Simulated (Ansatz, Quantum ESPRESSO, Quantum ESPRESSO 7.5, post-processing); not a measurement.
**Ballistic transmission: vacuum gap of 7.0 Å between two K(110) faces**

How well does the junction conduct in the ballistic limit? It is: vacuum gap of 7.0 Å between two K(110) faces.

Main program and level: Quantum ESPRESSO 7.5; plane-wave DFT, PBE, GBRV ultrasoft pseudopotentials (cross-check by Ansatz 0.2.0 with PAW datasets).

Report form: the programs' logs are mostly left out.

## 1. The starting structure

The cell holds 12 atoms: 12 K. Cell: a = 5.280 Å, b = 4.573 Å, c = 48.069 Å, α = 90.0°, β = 90.0°, γ = 54.7°. It derives from K. Regions: left lead, 6 atoms (6 K); right lead, 6 atoms (6 K). The structure is stacked along c, and the current runs across the ab planes.

## 2. Self-consistent run

One periodic cell holds a stretch of lead, the junction and more lead; the atoms stay as built.

Input file scf.in:

```
&control
  prefix = 'scf'
  outdir = './out'
  pseudo_dir = './pseudo'
  calculation = 'scf'
  tprnfor = .true.
/
&system
  ibrav = 0
  nat = 12
  ntyp = 1
  ecutwfc = 40
  ecutrho = 200
  occupations = 'smearing'
  smearing = 'mv'
  degauss = 0.01
/
&electrons
  conv_thr = 1e-07
  mixing_beta = 0.25
  electron_maxstep = 120
  mixing_mode = 'local-TF'
/
ATOMIC_SPECIES
  K   39.0983  k_pbe_v1.4.uspp.F.UPF
CELL_PARAMETERS angstrom
  5.28000000000000 0.00000000000000 0.00000000000000
  2.64000000000000 3.73352380466497 0.00000000000000
  0.00000000000000 0.00000000000000 48.06876185131468
ATOMIC_POSITIONS crystal
  K   0.000000000000 0.000000000000 0.000000000000
  K   0.500000000000 0.000000000000 0.077670479972
  K   0.000000000000 0.000000000000 0.155340959945
  K   0.500000000000 0.000000000000 0.233011439917
  K   0.000000000000 0.000000000000 0.310681919889
  K   0.500000000000 0.000000000000 0.388352399861
  K   0.000000000000 0.000000000000 0.533977120166
  K   0.500000000000 0.000000000000 0.611647600139
  K   0.000000000000 0.000000000000 0.689318080111
  K   0.500000000000 0.000000000000 0.766988560083
  K   0.000000000000 0.000000000000 0.844659040055
  K   0.500000000000 0.000000000000 0.922329520028
K_POINTS automatic
  6 7 1 0 0 0
```

On the command line:

```bash
$ OMP_NUM_THREADS=1 mpirun -n 4 pw.x -nk 2 -in scf.in > scf.out
```

Elapsed: 13 min, on 4 MPI ranks of Arm Neoverse V2, shared host; peak memory 2.2 GiB; 50 min of CPU time.

Read from the output:

```
free energy  : -9304.1313 eV
Fermi energy : 1.509 eV
```

The program's own clock; routines nest. Time by routine:

```
     routine  wall time (s)   calls
       PWSCF          749.5       1
   electrons          734.2       1
     c_bands          654.1      22
     cegterg          616.1     242
       h_psi          412.2    1409
        fftw          314.3  128236
    vloc_psi          300.5    1409
      calbec          72.21    1695
    sum_band          66.84      22
  add_vuspsi          54.65    1409
h_psi:calbec          54.56    1409
       s_psi          54.54    1409
    init_run          11.34       1
     wfcinit          10.71       1
```

The run needed 22 iterations to bring the estimated error under 1e-07 Ry; the largest force on any atom, held or free, is 0.02 eV/Å.

## 3. Transmission with pwcond.x

prefixt takes both regions from one run: the lead from 0 to bdl, the scattering region from bdl to bds (units of alat). ikind = 1 puts the same lead on both sides. The program's T_tot counts both spins in a run without spin; the tables below give T per spin.

Input file cond.in:

```
&inputcond
  outdir = './out'
  prefixt = 'scf'
  tran_file = 'cond.dat'
  bdl = 1.4142135625
  bds = 9.1039321686
  ikind = 1
  ewind = 4.0
  epsproj = 1e-05
  nz1 = 7
  energy0 = 0.4
  denergy = -0.4
/
43
  0.00000000 0.00000000 0.00694444
  0.00000000 0.08333333 0.01388889
  0.00000000 0.16666667 0.01388889
  0.00000000 0.25000000 0.01388889
  0.00000000 0.33333333 0.01388889
  0.00000000 0.41666667 0.01388889
  0.00000000 0.50000000 0.00694444
  0.08333333 0.00000000 0.02777778
  0.08333333 0.16666667 0.02777778
  0.08333333 0.25000000 0.02777778
  0.08333333 0.33333333 0.02777778
  0.08333333 0.41666667 0.02777778
  0.08333333 0.50000000 0.02777778
  0.16666667 0.00000000 0.02777778
  0.16666667 0.08333333 0.01388889
  0.16666667 0.25000000 0.02777778
  0.16666667 0.33333333 0.02777778
  0.16666667 0.41666667 0.02777778
  0.16666667 0.50000000 0.02777778
  0.16666667 0.58333333 0.01388889
  0.25000000 0.00000000 0.02777778
  0.25000000 0.08333333 0.02777778
  0.25000000 0.33333333 0.02777778
  0.25000000 0.41666667 0.02777778
  0.25000000 0.50000000 0.02777778
  0.25000000 0.58333333 0.02777778
  0.33333333 0.00000000 0.02777778
  0.33333333 0.08333333 0.02777778
  0.33333333 0.16666667 0.01388889
  0.33333333 0.41666667 0.02777778
  0.33333333 0.50000000 0.02777778
  0.33333333 0.58333333 0.02777778
  0.33333333 0.66666667 0.01388889
  0.41666667 0.00000000 0.02777778
  0.41666667 0.08333333 0.02777778
  0.41666667 0.16666667 0.02777778
  0.41666667 0.50000000 0.02777778
  0.41666667 0.58333333 0.02777778
  0.41666667 0.66666667 0.02777778
  0.50000000 0.00000000 0.01388889
  0.50000000 0.08333333 0.02777778
  0.50000000 0.16666667 0.02777778
  0.50000000 0.25000000 0.01388889
3
```

On the command line:

```bash
$ OMP_NUM_THREADS=1 mpirun -n 4 pwcond.x -in cond.in > cond.out
```

Wall time 9.6 min (4 MPI ranks); peak memory 0.74 GiB; 38 min of CPU time.

Read from the output:

| Item | Value |
| --- | --- |
| lead channels at the Fermi level, one spin | 0.8958 |
| transmission at the Fermi level, one spin | 0.1628 |
| conductance | 0.1628 G₀ |

Per spin; mean over the k mesh across the current. The open channels, zone mean by energy, zero at the Fermi level:

```
energy (eV)  open channels, zone mean
     -0.400                     0.632
      0.000                     0.896
      0.400                      1.05
```

Per spin; mean over the k mesh across the current. The transmission, zone mean by energy, zero at the Fermi level:

```
energy (eV)  transmission, zone mean
     -0.400                   0.0850
      0.000                    0.163
      0.400                    0.268
```

At 0.000 eV; k in fractions of b1, b2. Transmission by k point, the first 40 of 43 rows:

```
     k1       k2    weight         t  channels
      0        0  0.006944    0.4621         1
      0  0.08333   0.01389    0.4609         1
      0   0.1667   0.01389    0.4083         1
      0     0.25   0.01389    0.2651         1
      0   0.3333   0.01389    0.1042         1
      0   0.4167   0.01389   0.01641         1
      0      0.5  0.006944         0         0
0.08333        0   0.02778    0.4619         1
0.08333   0.1667   0.02778    0.4364         1
0.08333     0.25   0.02778    0.3292         1
0.08333   0.3333   0.02778    0.1702         1
0.08333   0.4167   0.02778   0.06055         1
0.08333      0.5   0.02778         0         0
 0.1667        0   0.02778    0.4305         1
 0.1667  0.08333   0.01389    0.4484         1
 0.1667     0.25   0.02778    0.3512         1
 0.1667   0.3333   0.02778     0.214         1
 0.1667   0.4167   0.02778   0.08572         1
 0.1667      0.5   0.02778  0.002346         1
 0.1667   0.5833   0.01389         0         0
   0.25        0   0.02778     0.328         1
   0.25  0.08333   0.02778    0.3861         1
   0.25   0.3333   0.02778    0.2204         1
   0.25   0.4167   0.02778   0.09613         1
   0.25      0.5   0.02778   0.01755         1
   0.25   0.5833   0.02778         0         0
 0.3333        0   0.02778    0.1895         1
 0.3333  0.08333   0.02778    0.2641         1
 0.3333   0.1667   0.01389     0.291         1
 0.3333   0.4167   0.02778   0.09419         1
 0.3333      0.5   0.02778   0.02561         1
 0.3333   0.5833   0.02778         0         0
 0.3333   0.6667   0.01389         0         0
 0.4167        0   0.02778   0.07632         1
 0.4167  0.08333   0.02778    0.1265         1
 0.4167   0.1667   0.02778    0.1699         1
 0.4167      0.5   0.02778   0.01763         1
 0.4167   0.5833   0.02778  0.003838         1
 0.4167   0.6667   0.02778   0.01886         1
    0.5        0   0.01389  0.003719         2
```

The program's own clock; routines nest. Time by routine:

```
     routine  wall time (s)  calls
      PWCOND          574.2      1
scatter_forw          432.7    258
       local          97.27     43
      compbs          36.81    129
    compbs_2          31.09    129
        init            0.9      1
       poten           0.14      1
```

At no point does T exceed the number of channels.

## 4. Transmission with pwcond.x, with ewind = 2.0 and epsproj = 0.001

How much does a setting matter? One run is repeated with a change.

cond.w.in is the input of step 3 with these lines changed:

```diff
@@ -3,3 +3,3 @@
   prefixt = 'scf'
-  tran_file = 'cond.dat'
+  tran_file = 'cond.w.dat'
   bdl = 1.4142135625
@@ -7,4 +7,4 @@
   ikind = 1
-  ewind = 4.0
-  epsproj = 1e-05
+  ewind = 2.0
+  epsproj = 0.001
   nz1 = 7
```

On the command line:

```bash
$ OMP_NUM_THREADS=1 mpirun -n 4 pwcond.x -in cond.w.in > cond.w.out
```

Wall time 3.2 min (4 MPI ranks); peak memory 0.32 GiB.

The changed values were drawn from a wide range, not chosen for quality; the comparison shows what they did here together.

Beside the run it was changed from:

```
                                  quantity  this run  unchanged run  difference
 transmission at the Fermi level, one spin    0.1628         0.1628     -1.7e-5
lead channels at the Fermi level, one spin    0.8958         0.8958           0
                             wall time (s)       192            575
```

Over all energies T moves by up to 0.0033, at -0.4 eV.

The physical values in this table stay within 0.05 %.

## 5. The same in Ansatz

As a check, the same structure is run in Ansatz.

Level of this step: plane-wave DFT, PBE, Ansatz PAW (Ansatz 0.2.0).

Input file input.yaml:

```yaml
crystal:
  lattice:
    - [5.28, 0.0, 0.0]
    - [2.64, 3.7335238047, 0.0]
    - [0.0, 0.0, 48.0687618513]
  atoms:
    - { symbol: K, position: [0.0, 0.0, 0.0] }
    - { symbol: K, position: [0.5, 0.0, 0.07767048] }
    - { symbol: K, position: [0.0, 0.0, 0.1553409599] }
    - { symbol: K, position: [0.5, 0.0, 0.2330114399] }
    - { symbol: K, position: [0.0, 0.0, 0.3106819199] }
    - { symbol: K, position: [0.5, 0.0, 0.3883523999] }
    - { symbol: K, position: [0.0, 0.0, 0.5339771202] }
    - { symbol: K, position: [0.5, 0.0, 0.6116476001] }
    - { symbol: K, position: [0.0, 0.0, 0.6893180801] }
    - { symbol: K, position: [0.5, 0.0, 0.7669885601] }
    - { symbol: K, position: [0.0, 0.0, 0.8446590401] }
    - { symbol: K, position: [0.5, 0.0, 0.92232952] }
kpoints:
  mp_grid: { grid: [6, 7, 1] }
hamiltonian:
  xc: pbe
scf:
  occupations: { method: fermi_dirac, width: 0.1 }
  convergence: { dr2_threshold: 1.0e-08 }
output:
  transmission: { leads: [[0, 2]], e_range: [-0.4, 0.4], de: 0.4, kmesh: [12, 12] }
  write_potential: true
  write_density: true
  volumetric_format: npy
```

On the command line:

```bash
$ ansatz run input.yaml --threads 4 --pin off --max-ram 8192MiB --backend cpu --events-out ev --progress --plain --runs-dir out
```

Run time: 4.4 min. Hardware: 4 threads; peak memory 2.2 GiB.

Numbers from this step:

```
free energy                                  : -18453.3495 eV
energy at zero smearing                      : -18453.1973 eV
smearing term TS                             : 0.3044 eV
Fermi energy                                 : 1.482 eV
symmetry operations                          : 4
transmission at the Fermi level, one spin    : 0.1618
step of the lead's Hamiltonian over a period : 4 meV
```

Per spin; mean over the k mesh across the current. The transmission, zone mean by energy, zero at the Fermi level:

```
energy (eV)  transmission, zone mean
     -0.400                   0.0883
      0.000                    0.162
      0.400                    0.267
```

Per spin; mean over the k mesh across the current. Open channels, zone mean against energy, zero at the Fermi level:

```
energy (eV)  open channels, zone mean
     -0.400                     0.660
      0.000                     0.896
      0.400                      1.05
```

Ansatz finds T = 0.162 against pwcond's 0.163.

## 6. All levels side by side

All levels:

```
                   step  T at the Fermi level (per spin)  conductance (G0)  r.m.s. T(E) from the first  CPU time of the step (s)  peak memory (GiB)
                 Ansatz                           0.1618                 -                           0                      1012              2.154
                 pwcond                           0.1628            0.1628                    0.002205                      2299               0.74
pwcond, changed setting                           0.1628            0.1628                    0.001479                       766               0.32
```

Per spin; mean over the k mesh across the current. The transmission, zone mean by energy, zero at the Fermi level:

```
energy (eV)  Ansatz  pwcond  pwcond, changed setting
     -0.400  0.0883  0.0850                   0.0883
      0.000   0.162   0.163                    0.163
      0.400   0.267   0.268                    0.269
```

## 7. The arithmetic

The Landauer sum over the mesh, Σ w T = 0.0278 × 0.462 + 0.0278 × 0.436 + 0.0278 × 0.43 + … = 0.1628.

G = 0.163 × 77.48 µS = 12.6 µS a cell. Times the area of 19.713 Å², the resistance-area product is A/G = 15.6 fΩ m², the leads' contact resistance included.

Free electrons at 1 an atom (2 atoms in 147.2 Å³) have k_F = 0.738 1/Å and offer A k_F²/4π = 0.85 channels per spin; the lead has 0.90 on this mesh.

## 8. Outcome

* conductance from T at the Fermi level, a cell (G₀ = 2e²/h): 0.163 G₀
* conductance per area: 64.0 S/μm²
* lead channels per spin: 0.90
* the same conductance by Ansatz: 0.162 G₀

What this shows: The junction conducts 0.163 G₀ a cell at the Fermi level (PBE, GBRV ultrasoft). At the Fermi level the junction passes 18 % of what the leads offer. At the Fermi level pwcond and Ansatz differ by 0.59 %, a close match. Points with over 2.5 times the mean carry 36 % of T, so the mean leans on few points, and the mesh was not tested. Over -0.4 to 0.4 eV, T lies between 0.085 and 0.27 per spin. The geometry is as built, not relaxed, and the leads are short. Semilocal functionals lack the image potential in a vacuum gap.

[Logs are printed without paths, hosts, clocks, repeated set-up lines and the standing remarks that a program may print on its own settings, such as how far it seeks lower states.]

[Hosts, paths, dates, database ids (printed as entryN), source tags and the programs' standing remarks are cut or masked in the printed files.]

[Maps of the electrostatic potential energy from Ansatz leave out the sawtooth potential of an applied field or a dipole correction, so their vacuum need not be flat; planar profiles and work functions include it.]
